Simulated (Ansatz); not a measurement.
**Zr2NO2 monolayer: from the cell to its phonons**

How does Zr2NO2 monolayer vibrate, and is this structure a minimum?

Calculated with Ansatz 0.2.0; DFT LDA, scalar-relativistic, plane waves, PAW.

## 1. Starting point

The cell holds 5 atoms: 1 N, 2 Zr and 2 O. Its edges and angles: a = 3.300 Å, b = 3.300 Å, c = 20.000 Å, α = 90.0°, β = 90.0°, γ = 120.0°. Vacuum lies along c.

## 2. Rough relaxation

The start is far from rest, so a relaxation with loose tolerances brings it close first.

The program solves this slab on a cell height of its own, 32.6 Å, in place of the one typed.

Contents of input.yaml:

```yaml
crystal:
  lattice:
    - [3.3, 0.0, 0.0]
    - [-1.65, 2.85788, 0.0]
    - [0.0, 0.0, 20.0]
  atoms:
    - { symbol: "N", position: [0.0, 0.0, 0.5] }
    - { symbol: Zr, position: [0.333333, 0.666667, 0.56] }
    - { symbol: Zr, position: [0.666667, 0.333333, 0.44] }
    - { symbol: O, position: [0.666667, 0.333333, 0.61] }
    - { symbol: O, position: [0.333333, 0.666667, 0.39] }
  periodic: [true, true, false]
kpoints:
  mp_grid: { grid: [9, 9, 1] }
hamiltonian:
  xc: lda
scf:
  occupations: { method: gaussian, width: 0.1 }
output:
  forces: true
  stress: true
  eigenvalues: true
relax:
  adjacent_minimum: "off"
  f_tol: 0.05
  max_steps: 80
  cell: { stress_2d_tol: 0.02 }
```

Command:

```console
ansatz run input.yaml --threads 8 --pin off --max-ram 14336MiB --backend cpu --events-out ev --progress --plain --runs-dir out
```

Numbers of over 12 decimals in the logs are rounded to 6 here.

The log of the run:

```text
[...]
cell:  # Å, volume = 290.5235 Å³
    - [3.207868, 0.0, 0]
    - [-1.603934, 2.778095, 0]
    - [0, 0, 32.6]
  atoms:
    - { symbol: N, position: [0, 0, 0.306748] }
    - { symbol: Zr, position: [0.333333, 0.666667, 0.347670] }
    - { symbol: Zr, position: [0.666667, 0.333333, 0.265827] }
    - { symbol: O, position: [0.666667, 0.333333, 0.377195] }
    - { symbol: O, position: [0.333333, 0.666667, 0.236302] }
[key lines of the parts left out:]
SCF converged after 6 iterations
Free energy (F): -9647.545214 eV
Fermi energy:    -5.154943 eV
P = ½ c Tr σ = -0.0081 N/m
```

The job ended after 12 s (8 threads of Arm Neoverse V1, shared host; peak memory 0.82 GiB; 82 s of CPU time).

This run has no spin polarisation although its electron count is odd.

The steps of the relaxation:

| step | energy less that of the first step (eV) | largest force component (eV/Å) | volume (Å³) |
| --- | --- | --- | --- |
| 1 | 0.0000 | 3.5978 | 307.45 |
| 2 | -0.3978 | 1.7720 | 298.31 |
| 3 | -0.5106 | 0.6263 | 289.86 |
| 4 | -0.5435 | 0.0805 | 292.64 |
| 5 | -0.5469 | 0.0073 | 291.09 |
| 6 | -0.5471 | 0.0009 | 290.89 |
| 7* | -0.5360 | 0.0030 | 290.89 |
| 8 | -0.5364 | 0.0006 | 290.52 |
| 9* | -0.5360 | 0.0007 | 290.52 |

Relaxation steps marked * repeat the geometry before them on a plane-wave basis chosen anew for their cell, so energy and pressure can jump there.

The run keeps the 12 symmetry operations that it works with, so distortions that break them were not tested.

| cell as run | before | after | change |
| --- | --- | --- | --- |
| a (Å) | 3.300 | 3.208 | -2.8 % |
| b (Å) | 3.300 | 3.208 | -2.8 % |

The atoms that moved most (Å, along periodic axes as changes of fractional coordinates times the final cell, across vacuum about the mean position):

| atom | dx | dy | dz | length |
| --- | --- | --- | --- | --- |
| Zr2 | 0.000 | 0.000 | 0.134 | 0.134 |
| Zr3 | 0.000 | 0.000 | -0.134 | 0.134 |
| O5 | 0.000 | 0.000 | -0.097 | 0.097 |
| O4 | 0.000 | 0.000 | 0.097 | 0.097 |

Final coordinates:

```
N Zr O
1.0
     3.20787    0.00000    0.00000
    -1.60393    2.77810    0.00000
     0.00000    0.00000   32.60000
N Zr O
1 2 2
Direct
  0.00000 0.00000 0.30675
  0.33333 0.66667 0.34767
  0.66667 0.33333 0.26583
  0.66667 0.33333 0.37720
  0.33333 0.66667 0.23630
```

This step gave:

| Quantity | Value |
| --- | --- |
| gap on the k-mesh | 0 eV |
| area per atom | 1.782 Å² |

The relaxation ends with a largest force component of 7.2e-4 eV/Å.

## 3. Relaxation

Harmonic phonons are second derivatives at a point where the forces vanish, and they are wanted at zero stress, so atoms and cell are relaxed first.

Contents of input.yaml:

```yaml
crystal:
  lattice:
    - [3.2078681511, 0.0, 0.0]
    - [-1.6039340756, 2.7780953109, 0.0]
    - [0.0, 0.0, 32.6]
  atoms:
    - { symbol: "N", position: [0.0, 0.0, 0.3067484663] }
    - { symbol: Zr, position: [0.3333333333, 0.6666666667, 0.3476695663] }
    - { symbol: Zr, position: [0.6666666667, 0.3333333333, 0.2658273662] }
    - { symbol: O, position: [0.6666666667, 0.3333333333, 0.3771953871] }
    - { symbol: O, position: [0.3333333333, 0.6666666667, 0.2363015454] }
  periodic: [true, true, false]
kpoints:
  mp_grid: { grid: [12, 12, 1] }
hamiltonian:
  xc: lda
scf:
  occupations: { method: gaussian, width: 0.1 }
output:
  forces: true
  stress: true
  eigenvalues: true
  write_density: true
  write_potential: true
  elf: true
  volumetric_format: npy
relax:
  adjacent_minimum: "off"
  f_tol: 0.005
  max_steps: 80
  cell: { stress_2d_tol: 0.02 }
```

The log of the run:

```text
[...]
Crystal: 5 atoms, lattice volume = 290.523 Å³
Basis set: ecut = 420 eV, 5761 PW (Γ)
Bands: 26, of which v1, the nominal top of the filled ones, is band 21 counted from 1 (20 counted from 0)
Symmetry: 12 space group operations
[...]
k-points: 19 of 144
[...]
SCF iter   1: F=—  HF=-9647.566615 eV  |F-HF|=—  |Δ(HF+E_count)|=         —  Δρ=6.86e-3  dr2=1.41e-1  ethr=1.77e-3  ⟨swp⟩=11.7  Hψ=3591  notcnv=0
[...]
SCF iter   9: F=-9647.539134 eV  HF=-9647.539134 eV  |F-HF|=1.98e-10  |Δ(HF+E_count)|=   4.07e-9  Δρ=4.36e-7  dr2=4.46e-10  ethr=4.45e-12  ⟨swp⟩=10.8  Hψ=4224  notcnv=0
SCF 1 converged in 9 iterations: F = -9647.539134 eV  dr2 = 4.46e-10
[...]
relax step   1: F+E_penalty+E_count = -9647.53913381 eV  Δ(F+E_penalty+E_count) = +0.000e0 eV  max|allowed force component| = 6.771e-2 eV/Å  Δτ_max = 0.0000 Å  P = +0.102 N/m  Ω = 290.523 Å³  fix = [c, alpha, beta]  reactions: c +0.000 N/m  (9 SCF iters, dr2 threshold 1.00e-7 eV, accepted)
Crystal: 5 atoms, lattice volume = 291.490 Å³
Basis set: ecut = 420 eV, 5785 PW (Γ)
[...]
SCF iter   5: F=-9647.538418 eV  HF=-9647.538418 eV  |F-HF|=3.11e-8  |Δ(HF+E_count)|=   7.08e-7  Δρ=5.40e-6  dr2=7.41e-8  ethr=6.99e-10  ⟨swp⟩=18.9  Hψ=6417  notcnv=0
SCF 2 converged in 5 iterations: F = -9647.538418 eV  dr2 = 7.41e-8
relax step   2: F+E_penalty+E_count = -9647.53841833 eV  Δ(F+E_penalty+E_count) = +7.155e-4 eV  max|allowed force component| = 2.202e-2 eV/Å  Δτ_max = 0.0109 Å  P = -0.159 N/m  Ω = 291.490 Å³  energy of the carried Pulay correction = -9.296e-4 eV  fix = [c, alpha, beta]  reactions: c -0.000 N/m  (5 SCF iters, dr2 threshold 2.87e-7 eV, accepted)
Crystal: 5 atoms, lattice volume = 291.159 Å³
[...]
SCF iter   6: F=-9647.538451 eV  HF=-9647.538451 eV  |F-HF|=3.02e-10  |Δ(HF+E_count)|=   7.54e-8  Δρ=9.61e-7  dr2=3.59e-9  ethr=7.39e-11  ⟨swp⟩=19.2  Hψ=5597  notcnv=0
SCF 3 converged in 6 iterations: F = -9647.538451 eV  dr2 = 3.59e-9
relax step   3: F+E_penalty+E_count = -9647.53845102 eV  Δ(F+E_penalty+E_count) = -3.268e-5 eV  max|allowed force component| = 1.086e-1 eV/Å  Δτ_max = 0.0082 Å  P = -0.156 N/m  Ω = 291.159 Å³  energy of the carried Pulay correction = -6.116e-4 eV  fix = [c, alpha, beta]  (6 SCF iters, dr2 threshold 3.03e-8 eV, rejected (line search))
[...]
relax step   4: F+E_penalty+E_count = -9647.53892917 eV  Δ(F+E_penalty+E_count) = -5.108e-4 eV  max|allowed force component| = 3.108e-3 eV/Å  Δτ_max = 0.0040 Å  P = -0.063 N/m  Ω = 291.164 Å³  energy of the carried Pulay correction = -6.166e-4 eV  fix = [c, alpha, beta]  reactions: c -0.000 N/m  (9 SCF iters, accepted)
[...]
relax step   5: F+E_penalty+E_count = -9647.53906335 eV  Δ(F+E_penalty+E_count) = -1.342e-4 eV  max|allowed force component| = 2.941e-4 eV/Å  Δτ_max = 0.0009 Å  P = +0.000 N/m  Ω = 291.036 Å³  energy of the carried Pulay correction = -4.936e-4 eV  fix = [c, alpha, beta]  reactions: c +0.000 N/m  (5 SCF iters, dr2 threshold 4.60e-9 eV, accepted)
[...]
SCF iter   5: F=-9647.539500 eV  HF=-9647.539500 eV  |F-HF|=3.26e-10  |Δ(HF+E_count)|=   1.51e-8  Δρ=2.38e-8  dr2=1.57e-12  ethr=1.00e-12  ⟨swp⟩=15.4  Hψ=3851  notcnv=0
SCF 6 converged in 5 iterations: F = -9647.539500 eV  dr2 = 1.57e-12
relax step   6: F+E_penalty+E_count = -9647.53949968 eV  Δ(F+E_penalty+E_count) = -4.363e-4 eV  max|allowed force component| = 2.386e-4 eV/Å  Δτ_max = 0.0000 Å  P = +0.010 N/m  Ω = 291.036 Å³  fix = [c, alpha, beta]  reactions: c +0.000 N/m  stress off target by 1.04e-2 N/m on what of the cell is left free  SCF on the basis re-selected at this cell (its energy is not comparable with the rows above)  (5 SCF iters)
basis re-selected at this cell: Δ(F+E_penalty+E_count) = -4.363e-4 eV, ΔP = +0.010 N/m vs the last step (what re-selecting the basis moved, of the pressure what is left beyond the Pulay correction that the steps carried, after the strain that the cell walked since its last selection, with what the two solves' SCF thresholds leave and, on support functions, any second-order correction that the steps lacked; it is no m [...]
WARN: The output density's exchange-correlation potential varies sharply where the density is thin. Do not read a vacuum level from v_tot or v_xc, or from such a field of the output density. On a cell that repeats whose density bears no net charge and no dipole along the vacuum's axis use v_es (v_loc + v_h of the components); under efield.dipole_correction with no amplitude use v_es + v_field, which holds any externa [...]
SCF converged after 5 iterations
Free energy (F): -9647.539500 eV
[...]
Internal energy: -9647.525683 eV  (E = F + TS)
E sigma→0 (E₀):  -9647.532591 eV
Entropy (-TS):   -0.013817 eV (-2.763 meV/atom)
Fermi energy:    -4.993316 eV
[...]
--- Forces (eV/Å), atoms counted from 1 ---
  atom   1  N     -0.00000000    -0.00000000     0.00000000
  atom   2  Zr     0.00000000     0.00000000    -0.00001205
  atom   3  Zr    -0.00000000    -0.00000000     0.00001205
  atom   4  O      0.00000000     0.00000000     0.00023864
  atom   5  O     -0.00000000    -0.00000000    -0.00023864
  max |Σ_I F_I| component: 4.63e-17 eV/Å
--- 2D stress c σ (N/m, compression-positive) ---
        0.010397      -0.000000      -0.000000
       -0.000000       0.010397      -0.000000
       -0.000000      -0.000000       0.000000
  P = ½ c Tr σ = 0.0104 N/m
--- Band table (eV; the first three rows and the last of 19) ---
  k-point 0: bands = [... 17 lower, -8.6172, -8.1021, -8.1021, -4.5418, -4.5418, -4.1535, -2.8284, -2.8284, ... 1 higher]
  k-point 1: bands = [... 17 lower, -8.5418, -8.4189, -8.2635, -4.6064, -4.3069, -4.1645, -2.7895, -2.6593, ... 1 higher]
  k-point 2: bands = [... 17 lower, -9.3366, -8.5875, -8.2760, -4.9950, -3.8385, -3.7946, -2.5806, -2.4290, ... 1 higher]
  k-point 18: bands = [... 17 lower, -9.7047, -9.1775, -9.1775, -4.0989, -3.4734, -3.4734, -2.3611, -1.7810, ... 1 higher]
--- Relaxed structure (5 steps of the walk, 4 accepted, 1 SCFs on fresh bases) ---
[...]
cell:  # Å, volume = 291.0363 Å³
    - [3.210698, 2.8892992101896074e-11, 0]
    - [-1.605349, 2.780546, 0]
    - [0, 0, 32.6]
  atoms:
    - { symbol: N, position: [0, 0, 0.30674846626] }
    - { symbol: Zr, position: [0.333333, 0.666667, 0.347669] }
    - { symbol: Zr, position: [0.666667, 0.333333, 0.265828] }
    - { symbol: O, position: [0.666667, 0.333333, 0.377010] }
    - { symbol: O, position: [0.333333, 0.666667, 0.236487] }
```

Elapsed: 12 s, on 8 threads; peak memory 0.87 GiB; 85 s of CPU time.

The steps of the relaxation:

| step | energy less that of the first step (eV) | largest force component (eV/Å) | volume (Å³) |
| --- | --- | --- | --- |
| 1 | 0.0000 | 0.0677 | 290.52 |
| 2 | 0.0007 | 0.0220 | 291.49 |
| 3 | 0.0007 | 0.1086 | 291.16 |
| 4 | 0.0002 | 0.0031 | 291.16 |
| 5 | 0.0001 | 0.0003 | 291.04 |
| 6* | -0.0004 | 0.0002 | 291.04 |

Relaxation steps marked * repeat the geometry before them on a plane-wave basis chosen anew for their cell, so energy and pressure can jump there. Relaxation step 3 was tried and not accepted.

Forces are held to the 12 operations that the run works with; a distortion that breaks them can't arise in this run.

| cell as run | before | after | change |
| --- | --- | --- | --- |
| a (Å) | 3.208 | 3.211 | +0.1 % |
| b (Å) | 3.208 | 3.211 | +0.1 % |

The relaxed structure:

```xyz
5
Lattice="3.2107 0.0000 0.0000 -1.6053 2.7805 0.0000 0.0000 0.0000 32.6000" Properties=species:S:1:pos:R:3
N     0.0000    0.0000   10.0000
Zr    0.0000    1.8537   11.3340
Zr    1.6053    0.9268    8.6660
O     1.6053    0.9268   12.2905
O     0.0000    1.8537    7.7095
```

Numbers from this step:

```yaml
area_per_atom: 1.785 Å²
```

Electrostatic potential energy in the ac plane at fractional y = 0.333, with atoms of Zr and O within 0.2 Å of it. With pseudopotentials it is smooth inside the atoms' cores, unlike the true potential.

Ten even steps from '0' (-34 eV) to '9' (0 eV), each cell a mean:
```
99999999999999999
99999999999999999
99999999999999999
99999999999999999
99999999999999999
99999999999999999
99999999999999999
99999999999999999
99999999999999999
99999999999999999
99999999999999999
99999999999999999
99999999999999999
99999999999999999
99888999744334579
54434566655555676
77777777766666777
57787651000000003
89999888766556678
99999999999999999
99999999999999999
99999999999999999
99999999999999999
99999999999999999
```
Columns run along a (3.2 Å; values clipped at the 3rd and 97th percentile), rows up along c (32.6 Å). Atoms in or near the plane, at fractional coordinates: Zr at (0.67, 0.27), O at (0.67, 0.38).

Valence density in the ac plane at fractional y = 0.333, with atoms of Zr and O within 0.2 Å of it. It is the smooth field of the valence electrons, not physical close to the nuclei.

Values in e/Å³, 24 rows by 14 columns, each cell a mean:
```
0.0 0.0 0.0 0.0 0.0 0.0 0.0 0.0 0.0 0.0 0.0 0.0 0.0 0.0
0.0 0.0 0.0 0.0 0.0 0.0 0.0 0.0 0.0 0.0 0.0 0.0 0.0 0.0
0.0 0.0 0.0 0.0 0.0 0.0 0.0 0.0 0.0 0.0 0.0 0.0 0.0 0.0
0.0 0.0 0.0 0.0 0.0 0.0 0.0 0.0 0.0 0.0 0.0 0.0 0.0 0.0
0.0 0.0 0.0 0.0 0.0 0.0 0.0 0.0 0.0 0.0 0.0 0.0 0.0 0.0
0.0 0.0 0.0 0.0 0.0 0.0 0.0 0.0 0.0 0.0 0.0 0.0 0.0 0.0
0.0 0.0 0.0 0.0 0.0 0.0 0.0 0.0 0.0 0.0 0.0 0.0 0.0 0.0
0.0 0.0 0.0 0.0 0.0 0.0 0.0 0.0 0.0 0.0 0.0 0.0 0.0 0.0
0.0 0.0 0.0 0.0 0.0 0.0 0.0 0.0 0.0 0.0 0.0 0.0 0.0 0.0
0.0 0.0 0.0 0.0 0.0 0.0 0.0 0.0 0.0 0.0 0.0 0.0 0.0 0.0
0.0 0.0 0.0 0.0 0.0 0.0 0.0 0.0 0.0 0.0 0.0 0.0 0.0 0.0
0.0 0.0 0.0 0.0 0.0 0.0 0.0 0.0 0.0 0.0 0.0 0.0 0.0 0.0
0.0 0.0 0.0 0.0 0.0 0.0 0.0 0.0 0.0 0.0 0.0 0.0 0.0 0.0
0.0 0.0 0.0 0.0 0.0 0.0 0.0 0.0 0.0 0.0 0.0 0.0 0.0 0.0
0.1 0.1 0.1 0.1 0.1 0.2 0.6 1.3 2.5 3.4 3.0 1.9 0.9 0.4
0.4 0.5 0.6 0.6 0.5 0.4 0.5 0.8 1.3 1.7 1.6 1.1 0.6 0.4
0.4 0.4 0.5 0.5 0.4 0.3 0.3 0.3 0.3 0.4 0.3 0.3 0.3 0.3
0.4 0.3 0.3 0.3 0.3 0.6 1.4 2.6 3.5 3.5 3.5 3.1 2.0 0.9
0.2 0.3 0.3 0.3 0.2 0.2 0.2 0.3 0.4 0.5 0.5 0.3 0.2 0.2
0.0 0.0 0.0 0.0 0.0 0.0 0.0 0.0 0.0 0.0 0.0 0.0 0.0 0.0
0.0 0.0 0.0 0.0 0.0 0.0 0.0 0.0 0.0 0.0 0.0 0.0 0.0 0.0
0.0 0.0 0.0 0.0 0.0 0.0 0.0 0.0 0.0 0.0 0.0 0.0 0.0 0.0
0.0 0.0 0.0 0.0 0.0 0.0 0.0 0.0 0.0 0.0 0.0 0.0 0.0 0.0
0.0 0.0 0.0 0.0 0.0 0.0 0.0 0.0 0.0 0.0 0.0 0.0 0.0 0.0
```
Columns run along a (3.2 Å), rows up along c (32.6 Å). Atoms in or near the plane, at fractional coordinates: Zr at (0.67, 0.27), O at (0.67, 0.38).

ELF in the ac plane at fractional y = 0.333, with atoms of Zr and O within 0.2 Å of it. It is the smooth field of the valence electrons, not physical close to the nuclei.

Ten even steps from '0' (0.00) to '9' (0.76), each cell a mean:
```
00000000000000000
00000000000000000
00000000000000000
00000000000000000
00000000000000000
00000000000000000
00000000000000000
00000000000000000
00000000000000000
00000000000000000
00000000000000000
00000000000000000
00000000000000000
00000000111221110
41000258999889997
22343223466666542
45666543222222223
12332226998669984
46777532123332212
00110000000000000
00000000000000000
00000000000000000
00000000000000000
00000000000000000
```
Columns run along a (3.2 Å), rows up along c (32.6 Å). Atoms in or near the plane, at fractional coordinates: Zr at (0.67, 0.27), O at (0.67, 0.38).

(Continued in part 2 of 3.)

[Logs are printed without paths, hosts, clocks, repeated set-up lines and the standing remarks that a program may print on its own settings, such as how far it seeks lower states.]

[Hosts, paths, dates, database ids (printed as entryN), source tags and the programs' standing remarks are cut or masked in the printed files.]
